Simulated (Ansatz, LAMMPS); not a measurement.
**Electronic structure of amorphous polycarbonate of ethylene (as short chains C26O24H38) at 300 K (176 atoms)**

What does DFT give for amorphous polycarbonate of ethylene (as short chains C26O24H38) at 300 K (176 atoms) as built?

Main program and level: Ansatz 0.2.0; Kohn-Sham DFT, PBE+D3(BJ), PAW (set soft_2), plane waves.

## Step 1: The starting structure

The cell holds 176 atoms: 52 C, 48 O and 76 H. Cell: a = 12.392 Å, b = 12.392 Å, c = 12.392 Å, α = 90.0°, β = 90.0°, γ = 90.0°. 2 polycarbonate of ethylene chains of 8 units with methyl end groups placed at random, at 1.28 g/cm³; overlaps pushed apart, then 20 ps at 800 K with MMFF94 bonds, angles, torsions, charges and radii (Halgren, J. Comput. Chem. 17, 490 (1996)) in harmonic and 12-6 forms. Snapshot after 30 ps at 300 K and fixed volume.

Limits known from the start: The network of contacts between molecules at the start is that of the classical potential that made the cell, and needn't be the one that DFT or experiment would give. The density was typed from a rule of thumb and may lie off the real one at this temperature. Only the Γ point is sampled, in a cell whose shortest periodic width is 12 Å.

## Step 2: Making the structure

A classical potential supplies the starting structure, since it reaches far longer times than DFT.

This step: classical MD, MMFF94 bonds, angles, torsions, charges and radii (Halgren, J. Comput. Chem. 17, 490 (1996)) in harmonic and 12-6 forms; charges of ions scaled by 0.8 (LAMMPS 22 Jul 2025 - Update 4).

Input file in.lmp:

```
# amorphous polycarbonate of ethylene
units real
atom_style full
boundary p p p
bond_style harmonic
angle_style harmonic
dihedral_style opls
improper_style harmonic
special_bonds lj 0 0 0.5 coul 0 0 0.75
read_data data.lmp
neigh_modify delay 0 every 1 check yes one 4000
comm_modify cutoff 12.0
timestep 0.5
thermo_style custom step time temp pe press density
thermo_modify norm yes
# push overlapping molecules apart
pair_style soft 2.6
pair_coeff * * 0.0
variable a equal ramp(1,60)
fix ad all adapt 1 pair soft a * * v_a
velocity all create 800 649890 mom yes dist gaussian
fix lim all nve/limit 0.03
fix lan all langevin 800 800 50 649891 zero yes
thermo 1000
run 3000 post no
unfix ad
pair_style lj/cut/coul/long 9.0
pair_modify mix arithmetic tail yes
pair_coeff 1 1 0.0678 3.3680   # C
pair_coeff 2 2 0.0763 3.0430   # O
pair_coeff 3 3 0.0678 3.4070   # C
pair_coeff 4 4 0.0763 2.9870   # O
pair_coeff 5 5 0.0216 2.5400   # H
kspace_style pppm 1.0e-4
# [... 17 lines left out ...]
compute msd all msd com yes
thermo 7500
fix md all nvt temp 300 300 100
run 30000 post no
print "== T300: mean square displacement over the hold $(c_msd[4]:%.2f) A^2"
unfix md
uncompute msd
write_dump all custom T300.dump id type xs ys zs modify sort id
```

Launch:

```sh
$ lmp -in in.lmp -log none -nocite
```

Numbers of over 12 decimals in the logs are rounded to 6 here.

What it wrote:

```text
LAMMPS (22 Jul 2025 - Update 4)
Reading data file ...
  orthogonal box = (0 0 0) to (12.39198 12.39198 12.39198)
  176 atoms
  orthogonal box = (0 0 0) to (12.39198 12.39198 12.39198)
  174 bonds
  296 angles
  322 dihedrals
  16 impropers
   Step          Time           Temp          PotEng         Press         Density
         0   0              800            0.73928348     2199.5219      1.2819992
      1000   500            680.66205      2.932044       32557.697      1.2819992
      2000   1000           685.83195      2.8392398      7075.5044      1.2819992
      3000   1500           618.65494      2.7586991      23495.818      1.2819992
Loop time of 0.42762 s on 1 MPI rank(s) for 3000 steps with 176 atoms
PPPM initialization ...
  G vector (1/distance) = 0.30398179
  grid = 8 8 8
  estimated relative force accuracy = 2.3542541e-05
   Step          Time           Temp          PotEng         Press         Density
[... 14 lines left out ...]
      2000   1000           711.63651     -1.7014588     -826.45606      1.2819992
Loop time of 1.47922 s on 1 MPI rank(s) for 2000 steps with 176 atoms
   Step          Time           Temp          PotEng         Press         Density
      2000   1000           711.63651     -1.7014588     -826.45606      1.2819992
[... 5 lines left out ...]
Loop time of 15.5973 s on 1 MPI rank(s) for 20000 steps with 176 atoms
   Step          Time           Temp          PotEng         Press         Density
[... 4 lines left out ...]
Loop time of 15.3635 s on 1 MPI rank(s) for 20000 steps with 176 atoms
   Step          Time           Temp          PotEng         Press         Density
[... 2 lines left out ...]
     52500   51500          299.18817     -2.7690626      6423.5993      1.2819992
     60000   59000          293.06011     -2.7932713     -74.436082      1.2819992
     67500   66500          322.98397     -2.8229765      9661.756       1.2819992
     72000   71000          274.44354     -2.8170775      8276.696       1.2819992
Loop time of 22.501 s on 1 MPI rank(s) for 30000 steps with 176 atoms
== T300: mean square displacement over the hold 2.37 A^2
```

Elapsed: 56 s, on 1 thread of Arm Neoverse V1, shared host; peak memory 0.13 GiB.

The input also reads data.lmp (atoms, bonds and types; not printed here).

## Step 3: Plane-wave single point

The electrons are solved once, with the atoms held.

Input file input.yaml:

```yaml
crystal:
  lattice:
    - [12.39198, 0.0, 0.0]
    - [0.0, 12.39198, 0.0]
    - [0.0, 0.0, 12.39198]
  atoms:
    - { symbol: C, position: [0.82603, 0.50353, 0.42478] }
    - { symbol: O, position: [0.84595, 0.59065, 0.49743] }
    - { symbol: C, position: [0.94192, 0.57074, 0.54572] }
    - { symbol: O, position: [0.99695, 0.49545, 0.53269] }
    - { symbol: O, position: [0.96564, 0.64549, 0.62096] }
    - { symbol: C, position: [0.07279, 0.64341, 0.64944] }
    - { symbol: C, position: [0.08974, 0.56985, 0.74539] }
    - { symbol: O, position: [0.03334, 0.59931, 0.83835] }
    - { symbol: C, position: [0.93058, 0.5618, 0.84788] }
    - { symbol: O, position: [0.88003, 0.50698, 0.78628] }
    - { symbol: O, position: [0.8933, 0.59193, 0.94576] }
    - { symbol: C, position: [0.78672, 0.5442, 0.96868] }
    - { symbol: C, position: [0.79091, 0.42497, 0.00889] }
    - { symbol: O, position: [0.67991, 0.40612, 0.02697] }
    - { symbol: C, position: [0.65, 0.29949, 0.0075] }
    - { symbol: O, position: [0.55602, 0.27037, 0.99982] }
    - { symbol: O, position: [0.73674, 0.22926, 0.98859] }
    - { symbol: C, position: [0.71332, 0.11703, 0.00236] }
    - { symbol: C, position: [0.81217, 0.06886, 0.05301] }
    - { symbol: O, position: [0.89588, 0.06767, 0.97239] }
    - { symbol: C, position: [0.96598, 0.98736, 0.9918] }
    - { symbol: O, position: [0.98114, 0.9379, 0.07477] }
    - { symbol: O, position: [0.01291, 0.96332, 0.89606] }
    - { symbol: C, position: [0.0485, 0.854, 0.88149] }
    - { symbol: C, position: [0.15546, 0.82809, 0.93693] }
    - { symbol: O, position: [0.24509, 0.90775, 0.92718] }
    - { symbol: C, position: [0.28107, 0.91363, 0.82466] }
    - { symbol: O, position: [0.25489, 0.85667, 0.75026] }
    - { symbol: O, position: [0.34374, 0.00146, 0.81242] }
    - { symbol: C, position: [0.36378, 0.06086, 0.9073] }
    - { symbol: C, position: [0.26399, 0.12592, 0.93056] }
    - { symbol: O, position: [0.28602, 0.23849, 0.94112] }
    [... 138 atom lines left out ...]
    - { symbol: H, position: [0.60838, 0.71522, 0.97813] }
    - { symbol: H, position: [0.41116, 0.82554, 0.08595] }
    - { symbol: H, position: [0.4922, 0.73641, 0.1611] }
    - { symbol: H, position: [0.33393, 0.63237, 0.09595] }
    - { symbol: H, position: [0.34765, 0.68271, 0.96969] }
    - { symbol: H, position: [0.44569, 0.59514, 0.0182] }
kpoints:
  mp_grid: { grid: [1, 1, 1] }
hamiltonian:
  xc: pbe
  dispersion: d3bj
scf:
  occupations: { method: fixed }
output:
  forces: true
  stress: true
  populations: true
  dos:
    method: { smearing: { sigma: 0.08 } }
    de: 0.1
    projected: { site_lists: { C: [C], H: [H], O: [O] } }
  eigenvalues: true
  write_density: true
  write_potential: true
  volumetric_format: npy
```

Launch:

```sh
$ ansatz run input.yaml --threads 8 --pin off --max-ram 15872MiB --backend cpu --events-out ev --progress --plain --runs-dir out
```

What it wrote:

```text
Engine: ansatz 0.2.0, aarch64-unknown-linux-gnu
Pseudopotentials: kind: paw
Pseudopotential: C, paw, valence charge 4, recommended cutoff 420 eV (normal), C.paw.azcp
Pseudopotential: O, paw, valence charge 6, recommended cutoff 420 eV (normal), O.paw.azcp
Pseudopotential: H, paw, valence charge 1, recommended cutoff 420 eV (normal), H.paw.azcp
[... 5 lines on functional and potentials left out ...]
Crystal: 176 atoms, lattice volume = 1902.927 Å³
Basis set: ecut = 420 eV, 37193 PW (Γ), exchange–correlation on 180×180×180 points (8 copies of the dense FFT grid, shifted against one another)
Bands: 462, of which v1, the nominal top of the filled ones, is band 286 counted from 1 (285 counted from 0)
Symmetry: 1 space group operations
Space group: P1 (ITA 1), of the structure as read, at distance tolerance 1.2e-4 Å
k-points: 1
[... 7 lines on functional and potentials left out ...]
Initial density: superposition of atomic densities (neutral atoms: chi_scale 0, normalization atom), corrected by the library's trained network
Initial wavefunctions: pseudopotential atomic-orbital guess
Functional: x = pbe(κ = 0.804, μ = 0.219515), c = pbe(β = 0.066725)
SCF iter   1: F=—  HF=-41473.991741 eV  |F-HF|=—  |Δ(HF+E_count)|=         —  Δρ=5.10e-3  dr2=5.74e-1  ethr=1.77e-3  ⟨swp⟩=5.0  Hψ=1612  notcnv=0  defer=174
preconditioner: auto → Resta (q_TF=auto, 2.233 Å⁻¹)  ε∞=2.4  [insulator: Δε(μ)=5.315 eV  Ē_g=17.085 eV  n_scr=364 (ndim 8)  ℏωp=20.4 eV  f_vac=0.284  ε∞_Penn≈2.4]
SCF iter   2: F=—  HF=-41473.884805 eV  |F-HF|=—  |Δ(HF+E_count)|=   1.07e-1  Δρ=2.56e-3  dr2=1.19e-1  ethr=1.00e-4  ⟨swp⟩=3.0  Hψ=819  notcnv=0  defer=174
SCF iter   3: F=—  HF=-41473.883723 eV  |F-HF|=—  |Δ(HF+E_count)|=   1.08e-3  Δρ=1.43e-3  dr2=4.22e-2  ethr=2.08e-5  ⟨swp⟩=3.0  Hψ=568  notcnv=0  defer=174
SCF iter   4: F=—  HF=-41473.877462 eV  |F-HF|=—  |Δ(HF+E_count)|=   6.26e-3  Δρ=4.79e-4  dr2=5.34e-3  ethr=7.37e-6  ⟨swp⟩=4.0  Hψ=550  notcnv=0  defer=174
SCF iter   5: F=—  HF=-41473.876720 eV  |F-HF|=—  |Δ(HF+E_count)|=   7.42e-4  Δρ=1.95e-4  dr2=8.34e-4  ethr=9.33e-7  ⟨swp⟩=3.0  Hψ=548  notcnv=0  defer=174
SCF iter   6: F=—  HF=-41473.876617 eV  |F-HF|=—  |Δ(HF+E_count)|=   1.03e-4  Δρ=1.01e-4  dr2=1.78e-4  ethr=1.46e-7  ⟨swp⟩=2.0  Hψ=576  notcnv=0  defer=174
SCF iter   7: F=—  HF=-41473.876585 eV  |F-HF|=—  |Δ(HF+E_count)|=   3.17e-5  Δρ=2.96e-5  dr2=1.43e-5  ethr=3.12e-8  ⟨swp⟩=2.0  Hψ=574  notcnv=0  defer=174
SCF iter   8: F=—  HF=-41473.880325 eV  |F-HF|=—  |Δ(HF+E_count)|=   3.74e-3  Δρ=1.68e-5  dr2=4.69e-6  ethr=2.49e-9  ⟨swp⟩=2.0  Hψ=746  notcnv=0  defer=174
SCF iter   9: F=—  HF=-41473.880325 eV  |F-HF|=—  |Δ(HF+E_count)|=   6.62e-7  Δρ=4.45e-6  dr2=3.49e-7  ethr=8.21e-10  ⟨swp⟩=2.0  Hψ=574  notcnv=0  defer=174
SCF iter  10: F=-41473.880325 eV  HF=-41473.880325 eV  |F-HF|=3.76e-8  |Δ(HF+E_count)|=   1.21e-8  Δρ=1.96e-6  dr2=6.87e-8  ethr=1.75e-11  ⟨swp⟩=21.0  Hψ=4292  notcnv=0
SCF 1 converged in 10 iterations: F = -41473.880325 eV  dr2 = 6.87e-8
  greatest PAW one-centre occupation: 0.882 electrons in one spin orbital (limit 2), on the O atom at site 3 (counted from 0), in its partial waves of l = 0
WARN: The input density's exchange-correlation potential varies sharply where the density is thin. Do not read a vacuum level from v_tot or v_xc, or from such a field of the output density. On a cell that repeats whose density bears no net charge and no dipole along the vacuum's axis use v_es (v_loc + v_h of the components); [...]
SCF converged after 10 iterations
Free energy (F): -41473.880325 eV
Harris-Foulkes:  -41473.880325 eV  (|F-HF|=3.76e-8)
Internal energy: -41473.880325 eV  (E = F + TS)
E sigma→0 (E₀):  -41473.880325 eV
Fermi energy:    -0.987030 eV
--- Per-component energies (eV) ---
  E_band       = -4886.503522
  E_kinetic    = 14206.000147
  E_local      = -50679.571302  (includes V_loc(G=0)·N_el)
  E_nonlocal   = 3851.417239
  E_hartree    = 19156.488617
  E_xc         = -6685.564530
  E_vxc        = -8442.271280  (∫ρ·V_xc dr)
  E_paw        = -12807.126700  (= ΣΔE_a)
  E_vpaw       = -2135.070075  (= ΣTr[D̂ρ^β])
  E_aug_tail   = 0.013281  (compensation charges beyond the density's cutoff)
  E_ewald      = -8506.393885
  E_disp       = -9.143193  (pairwise vdW)
  E_smearing   = -0.000000  (= −TS)
  E_closure    = -0.000000  (closes the sum)
  Σ components = -41473.880325   (vs F -41473.880325, Δ=0.00e0)
--- Forces (eV/Å), atoms counted from 1 ---
  atom   1  C      0.18098272     0.06886597    -1.21597425
  atom   2  O      0.72858141    -0.18057179     0.90217964
  atom   3  C     -2.31664776     2.44905482     1.39845472
  atom   4  O      2.34116522    -3.51357307    -1.39488421
  atom   5  O     -2.17769687     1.33332086    -1.35182277
  atom   6  C      1.28493267    -0.19465229     0.97702844
  atom   7  C     -0.01005297     1.75895186    -0.82250681
  atom   8  O     -1.40502060     0.65031120     1.44667117
  atom   9  C      0.73492608     0.45299453     0.93082004
  atom  10  O     -0.07787755    -0.67676720    -1.14224744
  atom  11  O     -0.71742024    -0.24121955     0.64560550
  atom  12  C      0.17641313     0.12635637     0.49550210
  atom  13  C      0.41355156     1.99805947    -3.11785486
  atom  14  O     -0.67601405    -2.76688003    -0.23634312
[...]
atom 175  H     -0.33534787     0.38365385    -1.02994142
  atom 176  H      0.34909509    -0.78733168    -0.16693132
  max |Σ_I F_I| component: 2.62e-4 eV/Å
--- Stress (GPa, compression-positive) ---
        1.187343       0.237762       0.285123
        0.237761       1.867942       0.709023
        0.285122       0.709023       1.409135
  P = ⅓ Tr σ = 1.4881 GPa (14.881 kbar)
--- Band table (eV) ---
  k-point 0: bands = ["-23.6972", "-23.5937", "-23.5402", "-23.5338", [... 446 levels ...], "11.3960", "11.4013", "11.4267", "11.4394", "11.4805", "11.5424", "11.5482", "11.5892", "11.6044", "11.6191", "11.6877", "11.7220"]
--- Löwdin populations: 176 sites ---
  site symbol       q [e]
     0      C      4.2404
     1      O      6.2684
     2      C      3.2876
[...]
175      H      0.8114
  spilling = 0.012866 (of n_electrons = 572.000000)
```

Elapsed: 23 s, on 8 threads of Arm Neoverse V1, shared host; peak memory 2.7 GiB.

Reading the cycles: dr2 is the Hartree energy of the density residual (eV), the measure of convergence; HF is the Harris–Foulkes estimate of the energy, which meets the free energy F at convergence.

The program notes that the exchange-correlation potential is rough where the density is thin.

The run gave:

| Quantity | Value |
| --- | --- |
| free energy | -41473.8803 eV |
| free energy per atom | -235.6470 eV/atom |
| SCF cycles | 10 |
| pressure | 1.488 GPa |
| r.m.s. force component | 0.937 eV/Å |
| longest force | 4.447 eV/Å |
| Fermi energy | -0.987 eV |
| gap (highest filled to lowest empty level) | 5.12 eV |
| spilling of the projection | 0.01287 |

Neighbours are counted within 1.34 Å (H-C), 1.85 Å (C-C), 1.73 Å (C-O).

Length of the force by element and coordination:

| element | coordination | atoms | mean length of the force (eV/Å) | spread | least | most |
| --- | --- | --- | --- | --- | --- | --- |
| C | all | 52 | 1.94 | 0.836 | 0.541 | 3.73 |
| C | 3 | 16 | 1.71 | 0.788 | 0.793 | 3.65 |
| C | 4 | 36 | 2.04 | 0.835 | 0.541 | 3.73 |
| H | all | 76 | 1.05 | 0.495 | 0.0823 | 2.47 |
| O | all | 48 | 1.46 | 0.770 | 0.247 | 4.45 |
| O | 1 | 16 | 1.28 | 0.956 | 0.247 | 4.45 |
| O | 2 | 32 | 1.54 | 0.639 | 0.333 | 2.89 |

Löwdin charges by element and coordination (they lack the spilled electrons, 0.042 e an atom on average):

| element | coordination | atoms | mean charge (e) | spread | least | most |
| --- | --- | --- | --- | --- | --- | --- |
| C | all | 52 | 0.141 | 0.385 | -0.477 | 0.715 |
| C | 3 | 16 | 0.703 | 0.0096 | 0.679 | 0.715 |
| C | 4 | 36 | -0.109 | 0.106 | -0.477 | -0.0377 |
| H | all | 76 | 0.204 | 0.0172 | 0.151 | 0.244 |
| O | all | 48 | -0.322 | 0.0752 | -0.451 | -0.245 |
| O | 1 | 16 | -0.426 | 0.0168 | -0.451 | -0.378 |
| O | 2 | 32 | -0.27 | 0.0156 | -0.316 | -0.245 |

States in the cell by windows of 1 eV, zero at the Fermi level; the larger projections on atomic orbitals stand beside the total:

| from (eV) | to (eV) | total | O p | C p | H s | O s | C s |
| --- | --- | --- | --- | --- | --- | --- | --- |
| -14 | -13 | 18.4 | 4.2 | 1.9 | 2.7 | 0.4 | 8.9 |
| -13 | -12 | 13.6 | 2.4 | 1.7 | 2.2 | 0.7 | 6.4 |
| -12 | -11 | 11.2 | 4.0 | 1.6 | 1.5 | 0.3 | 3.7 |
| -11 | -10 | 13.0 | 3.8 | 2.3 | 2.0 | 0.6 | 4.1 |
| -10 | -9 | 11.9 | 3.3 | 2.5 | 2.1 | 0.4 | 3.4 |
| -9 | -8 | 18.9 | 5.0 | 6.2 | 2.9 | 1.3 | 3.1 |
| -8 | -7 | 36.9 | 12.5 | 13.7 | 4.9 | 2.4 | 2.8 |
| -7 | -6 | 33.5 | 13.9 | 12.6 | 3.1 | 2.2 | 1.0 |
| -6 | -5 | 55.4 | 25.9 | 17.4 | 4.6 | 5.6 | 1.0 |
| -5 | -4 | 48.4 | 18.8 | 20.2 | 6.1 | 2.1 | 0.5 |
| -4 | -3 | 47.1 | 19.4 | 18.9 | 6.3 | 1.6 | 0.4 |
| -3 | -2 | 51.2 | 22.1 | 16.1 | 9.6 | 2.3 | 0.3 |
| -2 | -1 | 49.4 | 29.9 | 10.9 | 7.1 | 0.7 | 0.3 |
| -1 | 0 | 66.6 | 54.6 | 6.7 | 4.2 | 0.1 | 0.3 |
| 0 | 1 | 0.5 | 0.5 | 0.1 | 0.0 | 0.0 | 0.0 |
| 1 | 4 | 0.0 | 0.0 | 0.0 | 0.0 | 0.0 | 0.0 |
| 4 | 5 | 0.2 | 0.1 | 0.1 | 0.0 | 0.0 | 0.0 |

The curve was stored every 0.100 eV, coarse against its broadening of 0.08 eV, so these counts are rough.

With fixed occupations the program's Fermi level is the highest filled level; weight inside the gap is the broadening of levels at its edges.

Between -23 and -14 eV lie 96 more states.

The levels nearest the highest filled one (over half full), pooled over k-points and spins:

| level less the highest filled one (eV) | occupation |
| --- | --- |
| -0.205 | 2 |
| -0.174 | 2 |
| -0.129 | 2 |
| -0.097 | 2 |
| -0.0784 | 2 |
| 0 | 2 |
| 5.12 | 0 |
| 5.53 | 0 |
| 5.58 | 0 |
| 5.64 | 0 |
| 5.67 | 0 |
| 5.69 | 0 |

Valence density in the ac plane at fractional y = 0.110, with atoms of C and H and O within 0.2 Å of it. It is the smooth field of the valence electrons, not physical close to the nuclei.

Ten steps, logarithmic in the rise over the least value, from '0' (0.0 e/Å³) to '9' (6.6 e/Å³), each cell a mean:
```
00000135776433221000013577643467742
00000235777665553100002466421246531
00000256666556664100001233210112210
10000245433334432100000000000001111
10000011111111110000000000000112232
10000000000000000000000000013444332
21100000122100000000000000147886422
32110001355310000000000000258997433
32111112466420000000000000136775433
11112333455431000000110000012333322
00012333356641000000111000000111110
00011222235641000000000000000001100
00000000012210000000000000000011221
11000000011110000000000000000013443
43200001245542000111000000001134665
76310002479974211111000000012456677
55310012479975321100000000013566666
21100001345655542100000000012454432
00000001122357764200000000001122110
00000000111258986310000000001221000
00000000000246774200000000124553100
00000000000012321000023433346763100
00000012331100000000136766666653210
00000125654211000000135677765556531
```
Columns run along a (12.4 Å), rows up along c (12.4 Å). Atoms in or near the plane, at fractional coordinates: C at (0.71, 0.00), C at (0.26, 0.93), H at (0.65, 0.05), H at (0.85, 0.11), H at (0.43, 0.89), H at (0.24, 0.01), H at (0.20, 0.87), H at (0.02, 0.34), O at (0.84, 0.69), O at (0.30, 0.33), H at (0.28, 0.66), H at (0.31, 0.53).

(Continued in part 2 of 2.)

[Logs are printed without paths, hosts, clocks, repeated set-up lines and the standing remarks that a program may print on its own settings, such as how far it seeks lower states.]

[Hosts, paths, dates, database ids (printed as entryN), source tags and the programs' standing remarks are cut or masked in the printed files.]

[The MMFF94 radii named for the starting cell were scaled by 0.96; in molecules described by MMFF94, hydrogen bound to N, O or S took a small fixed 12-6 site in their place.]
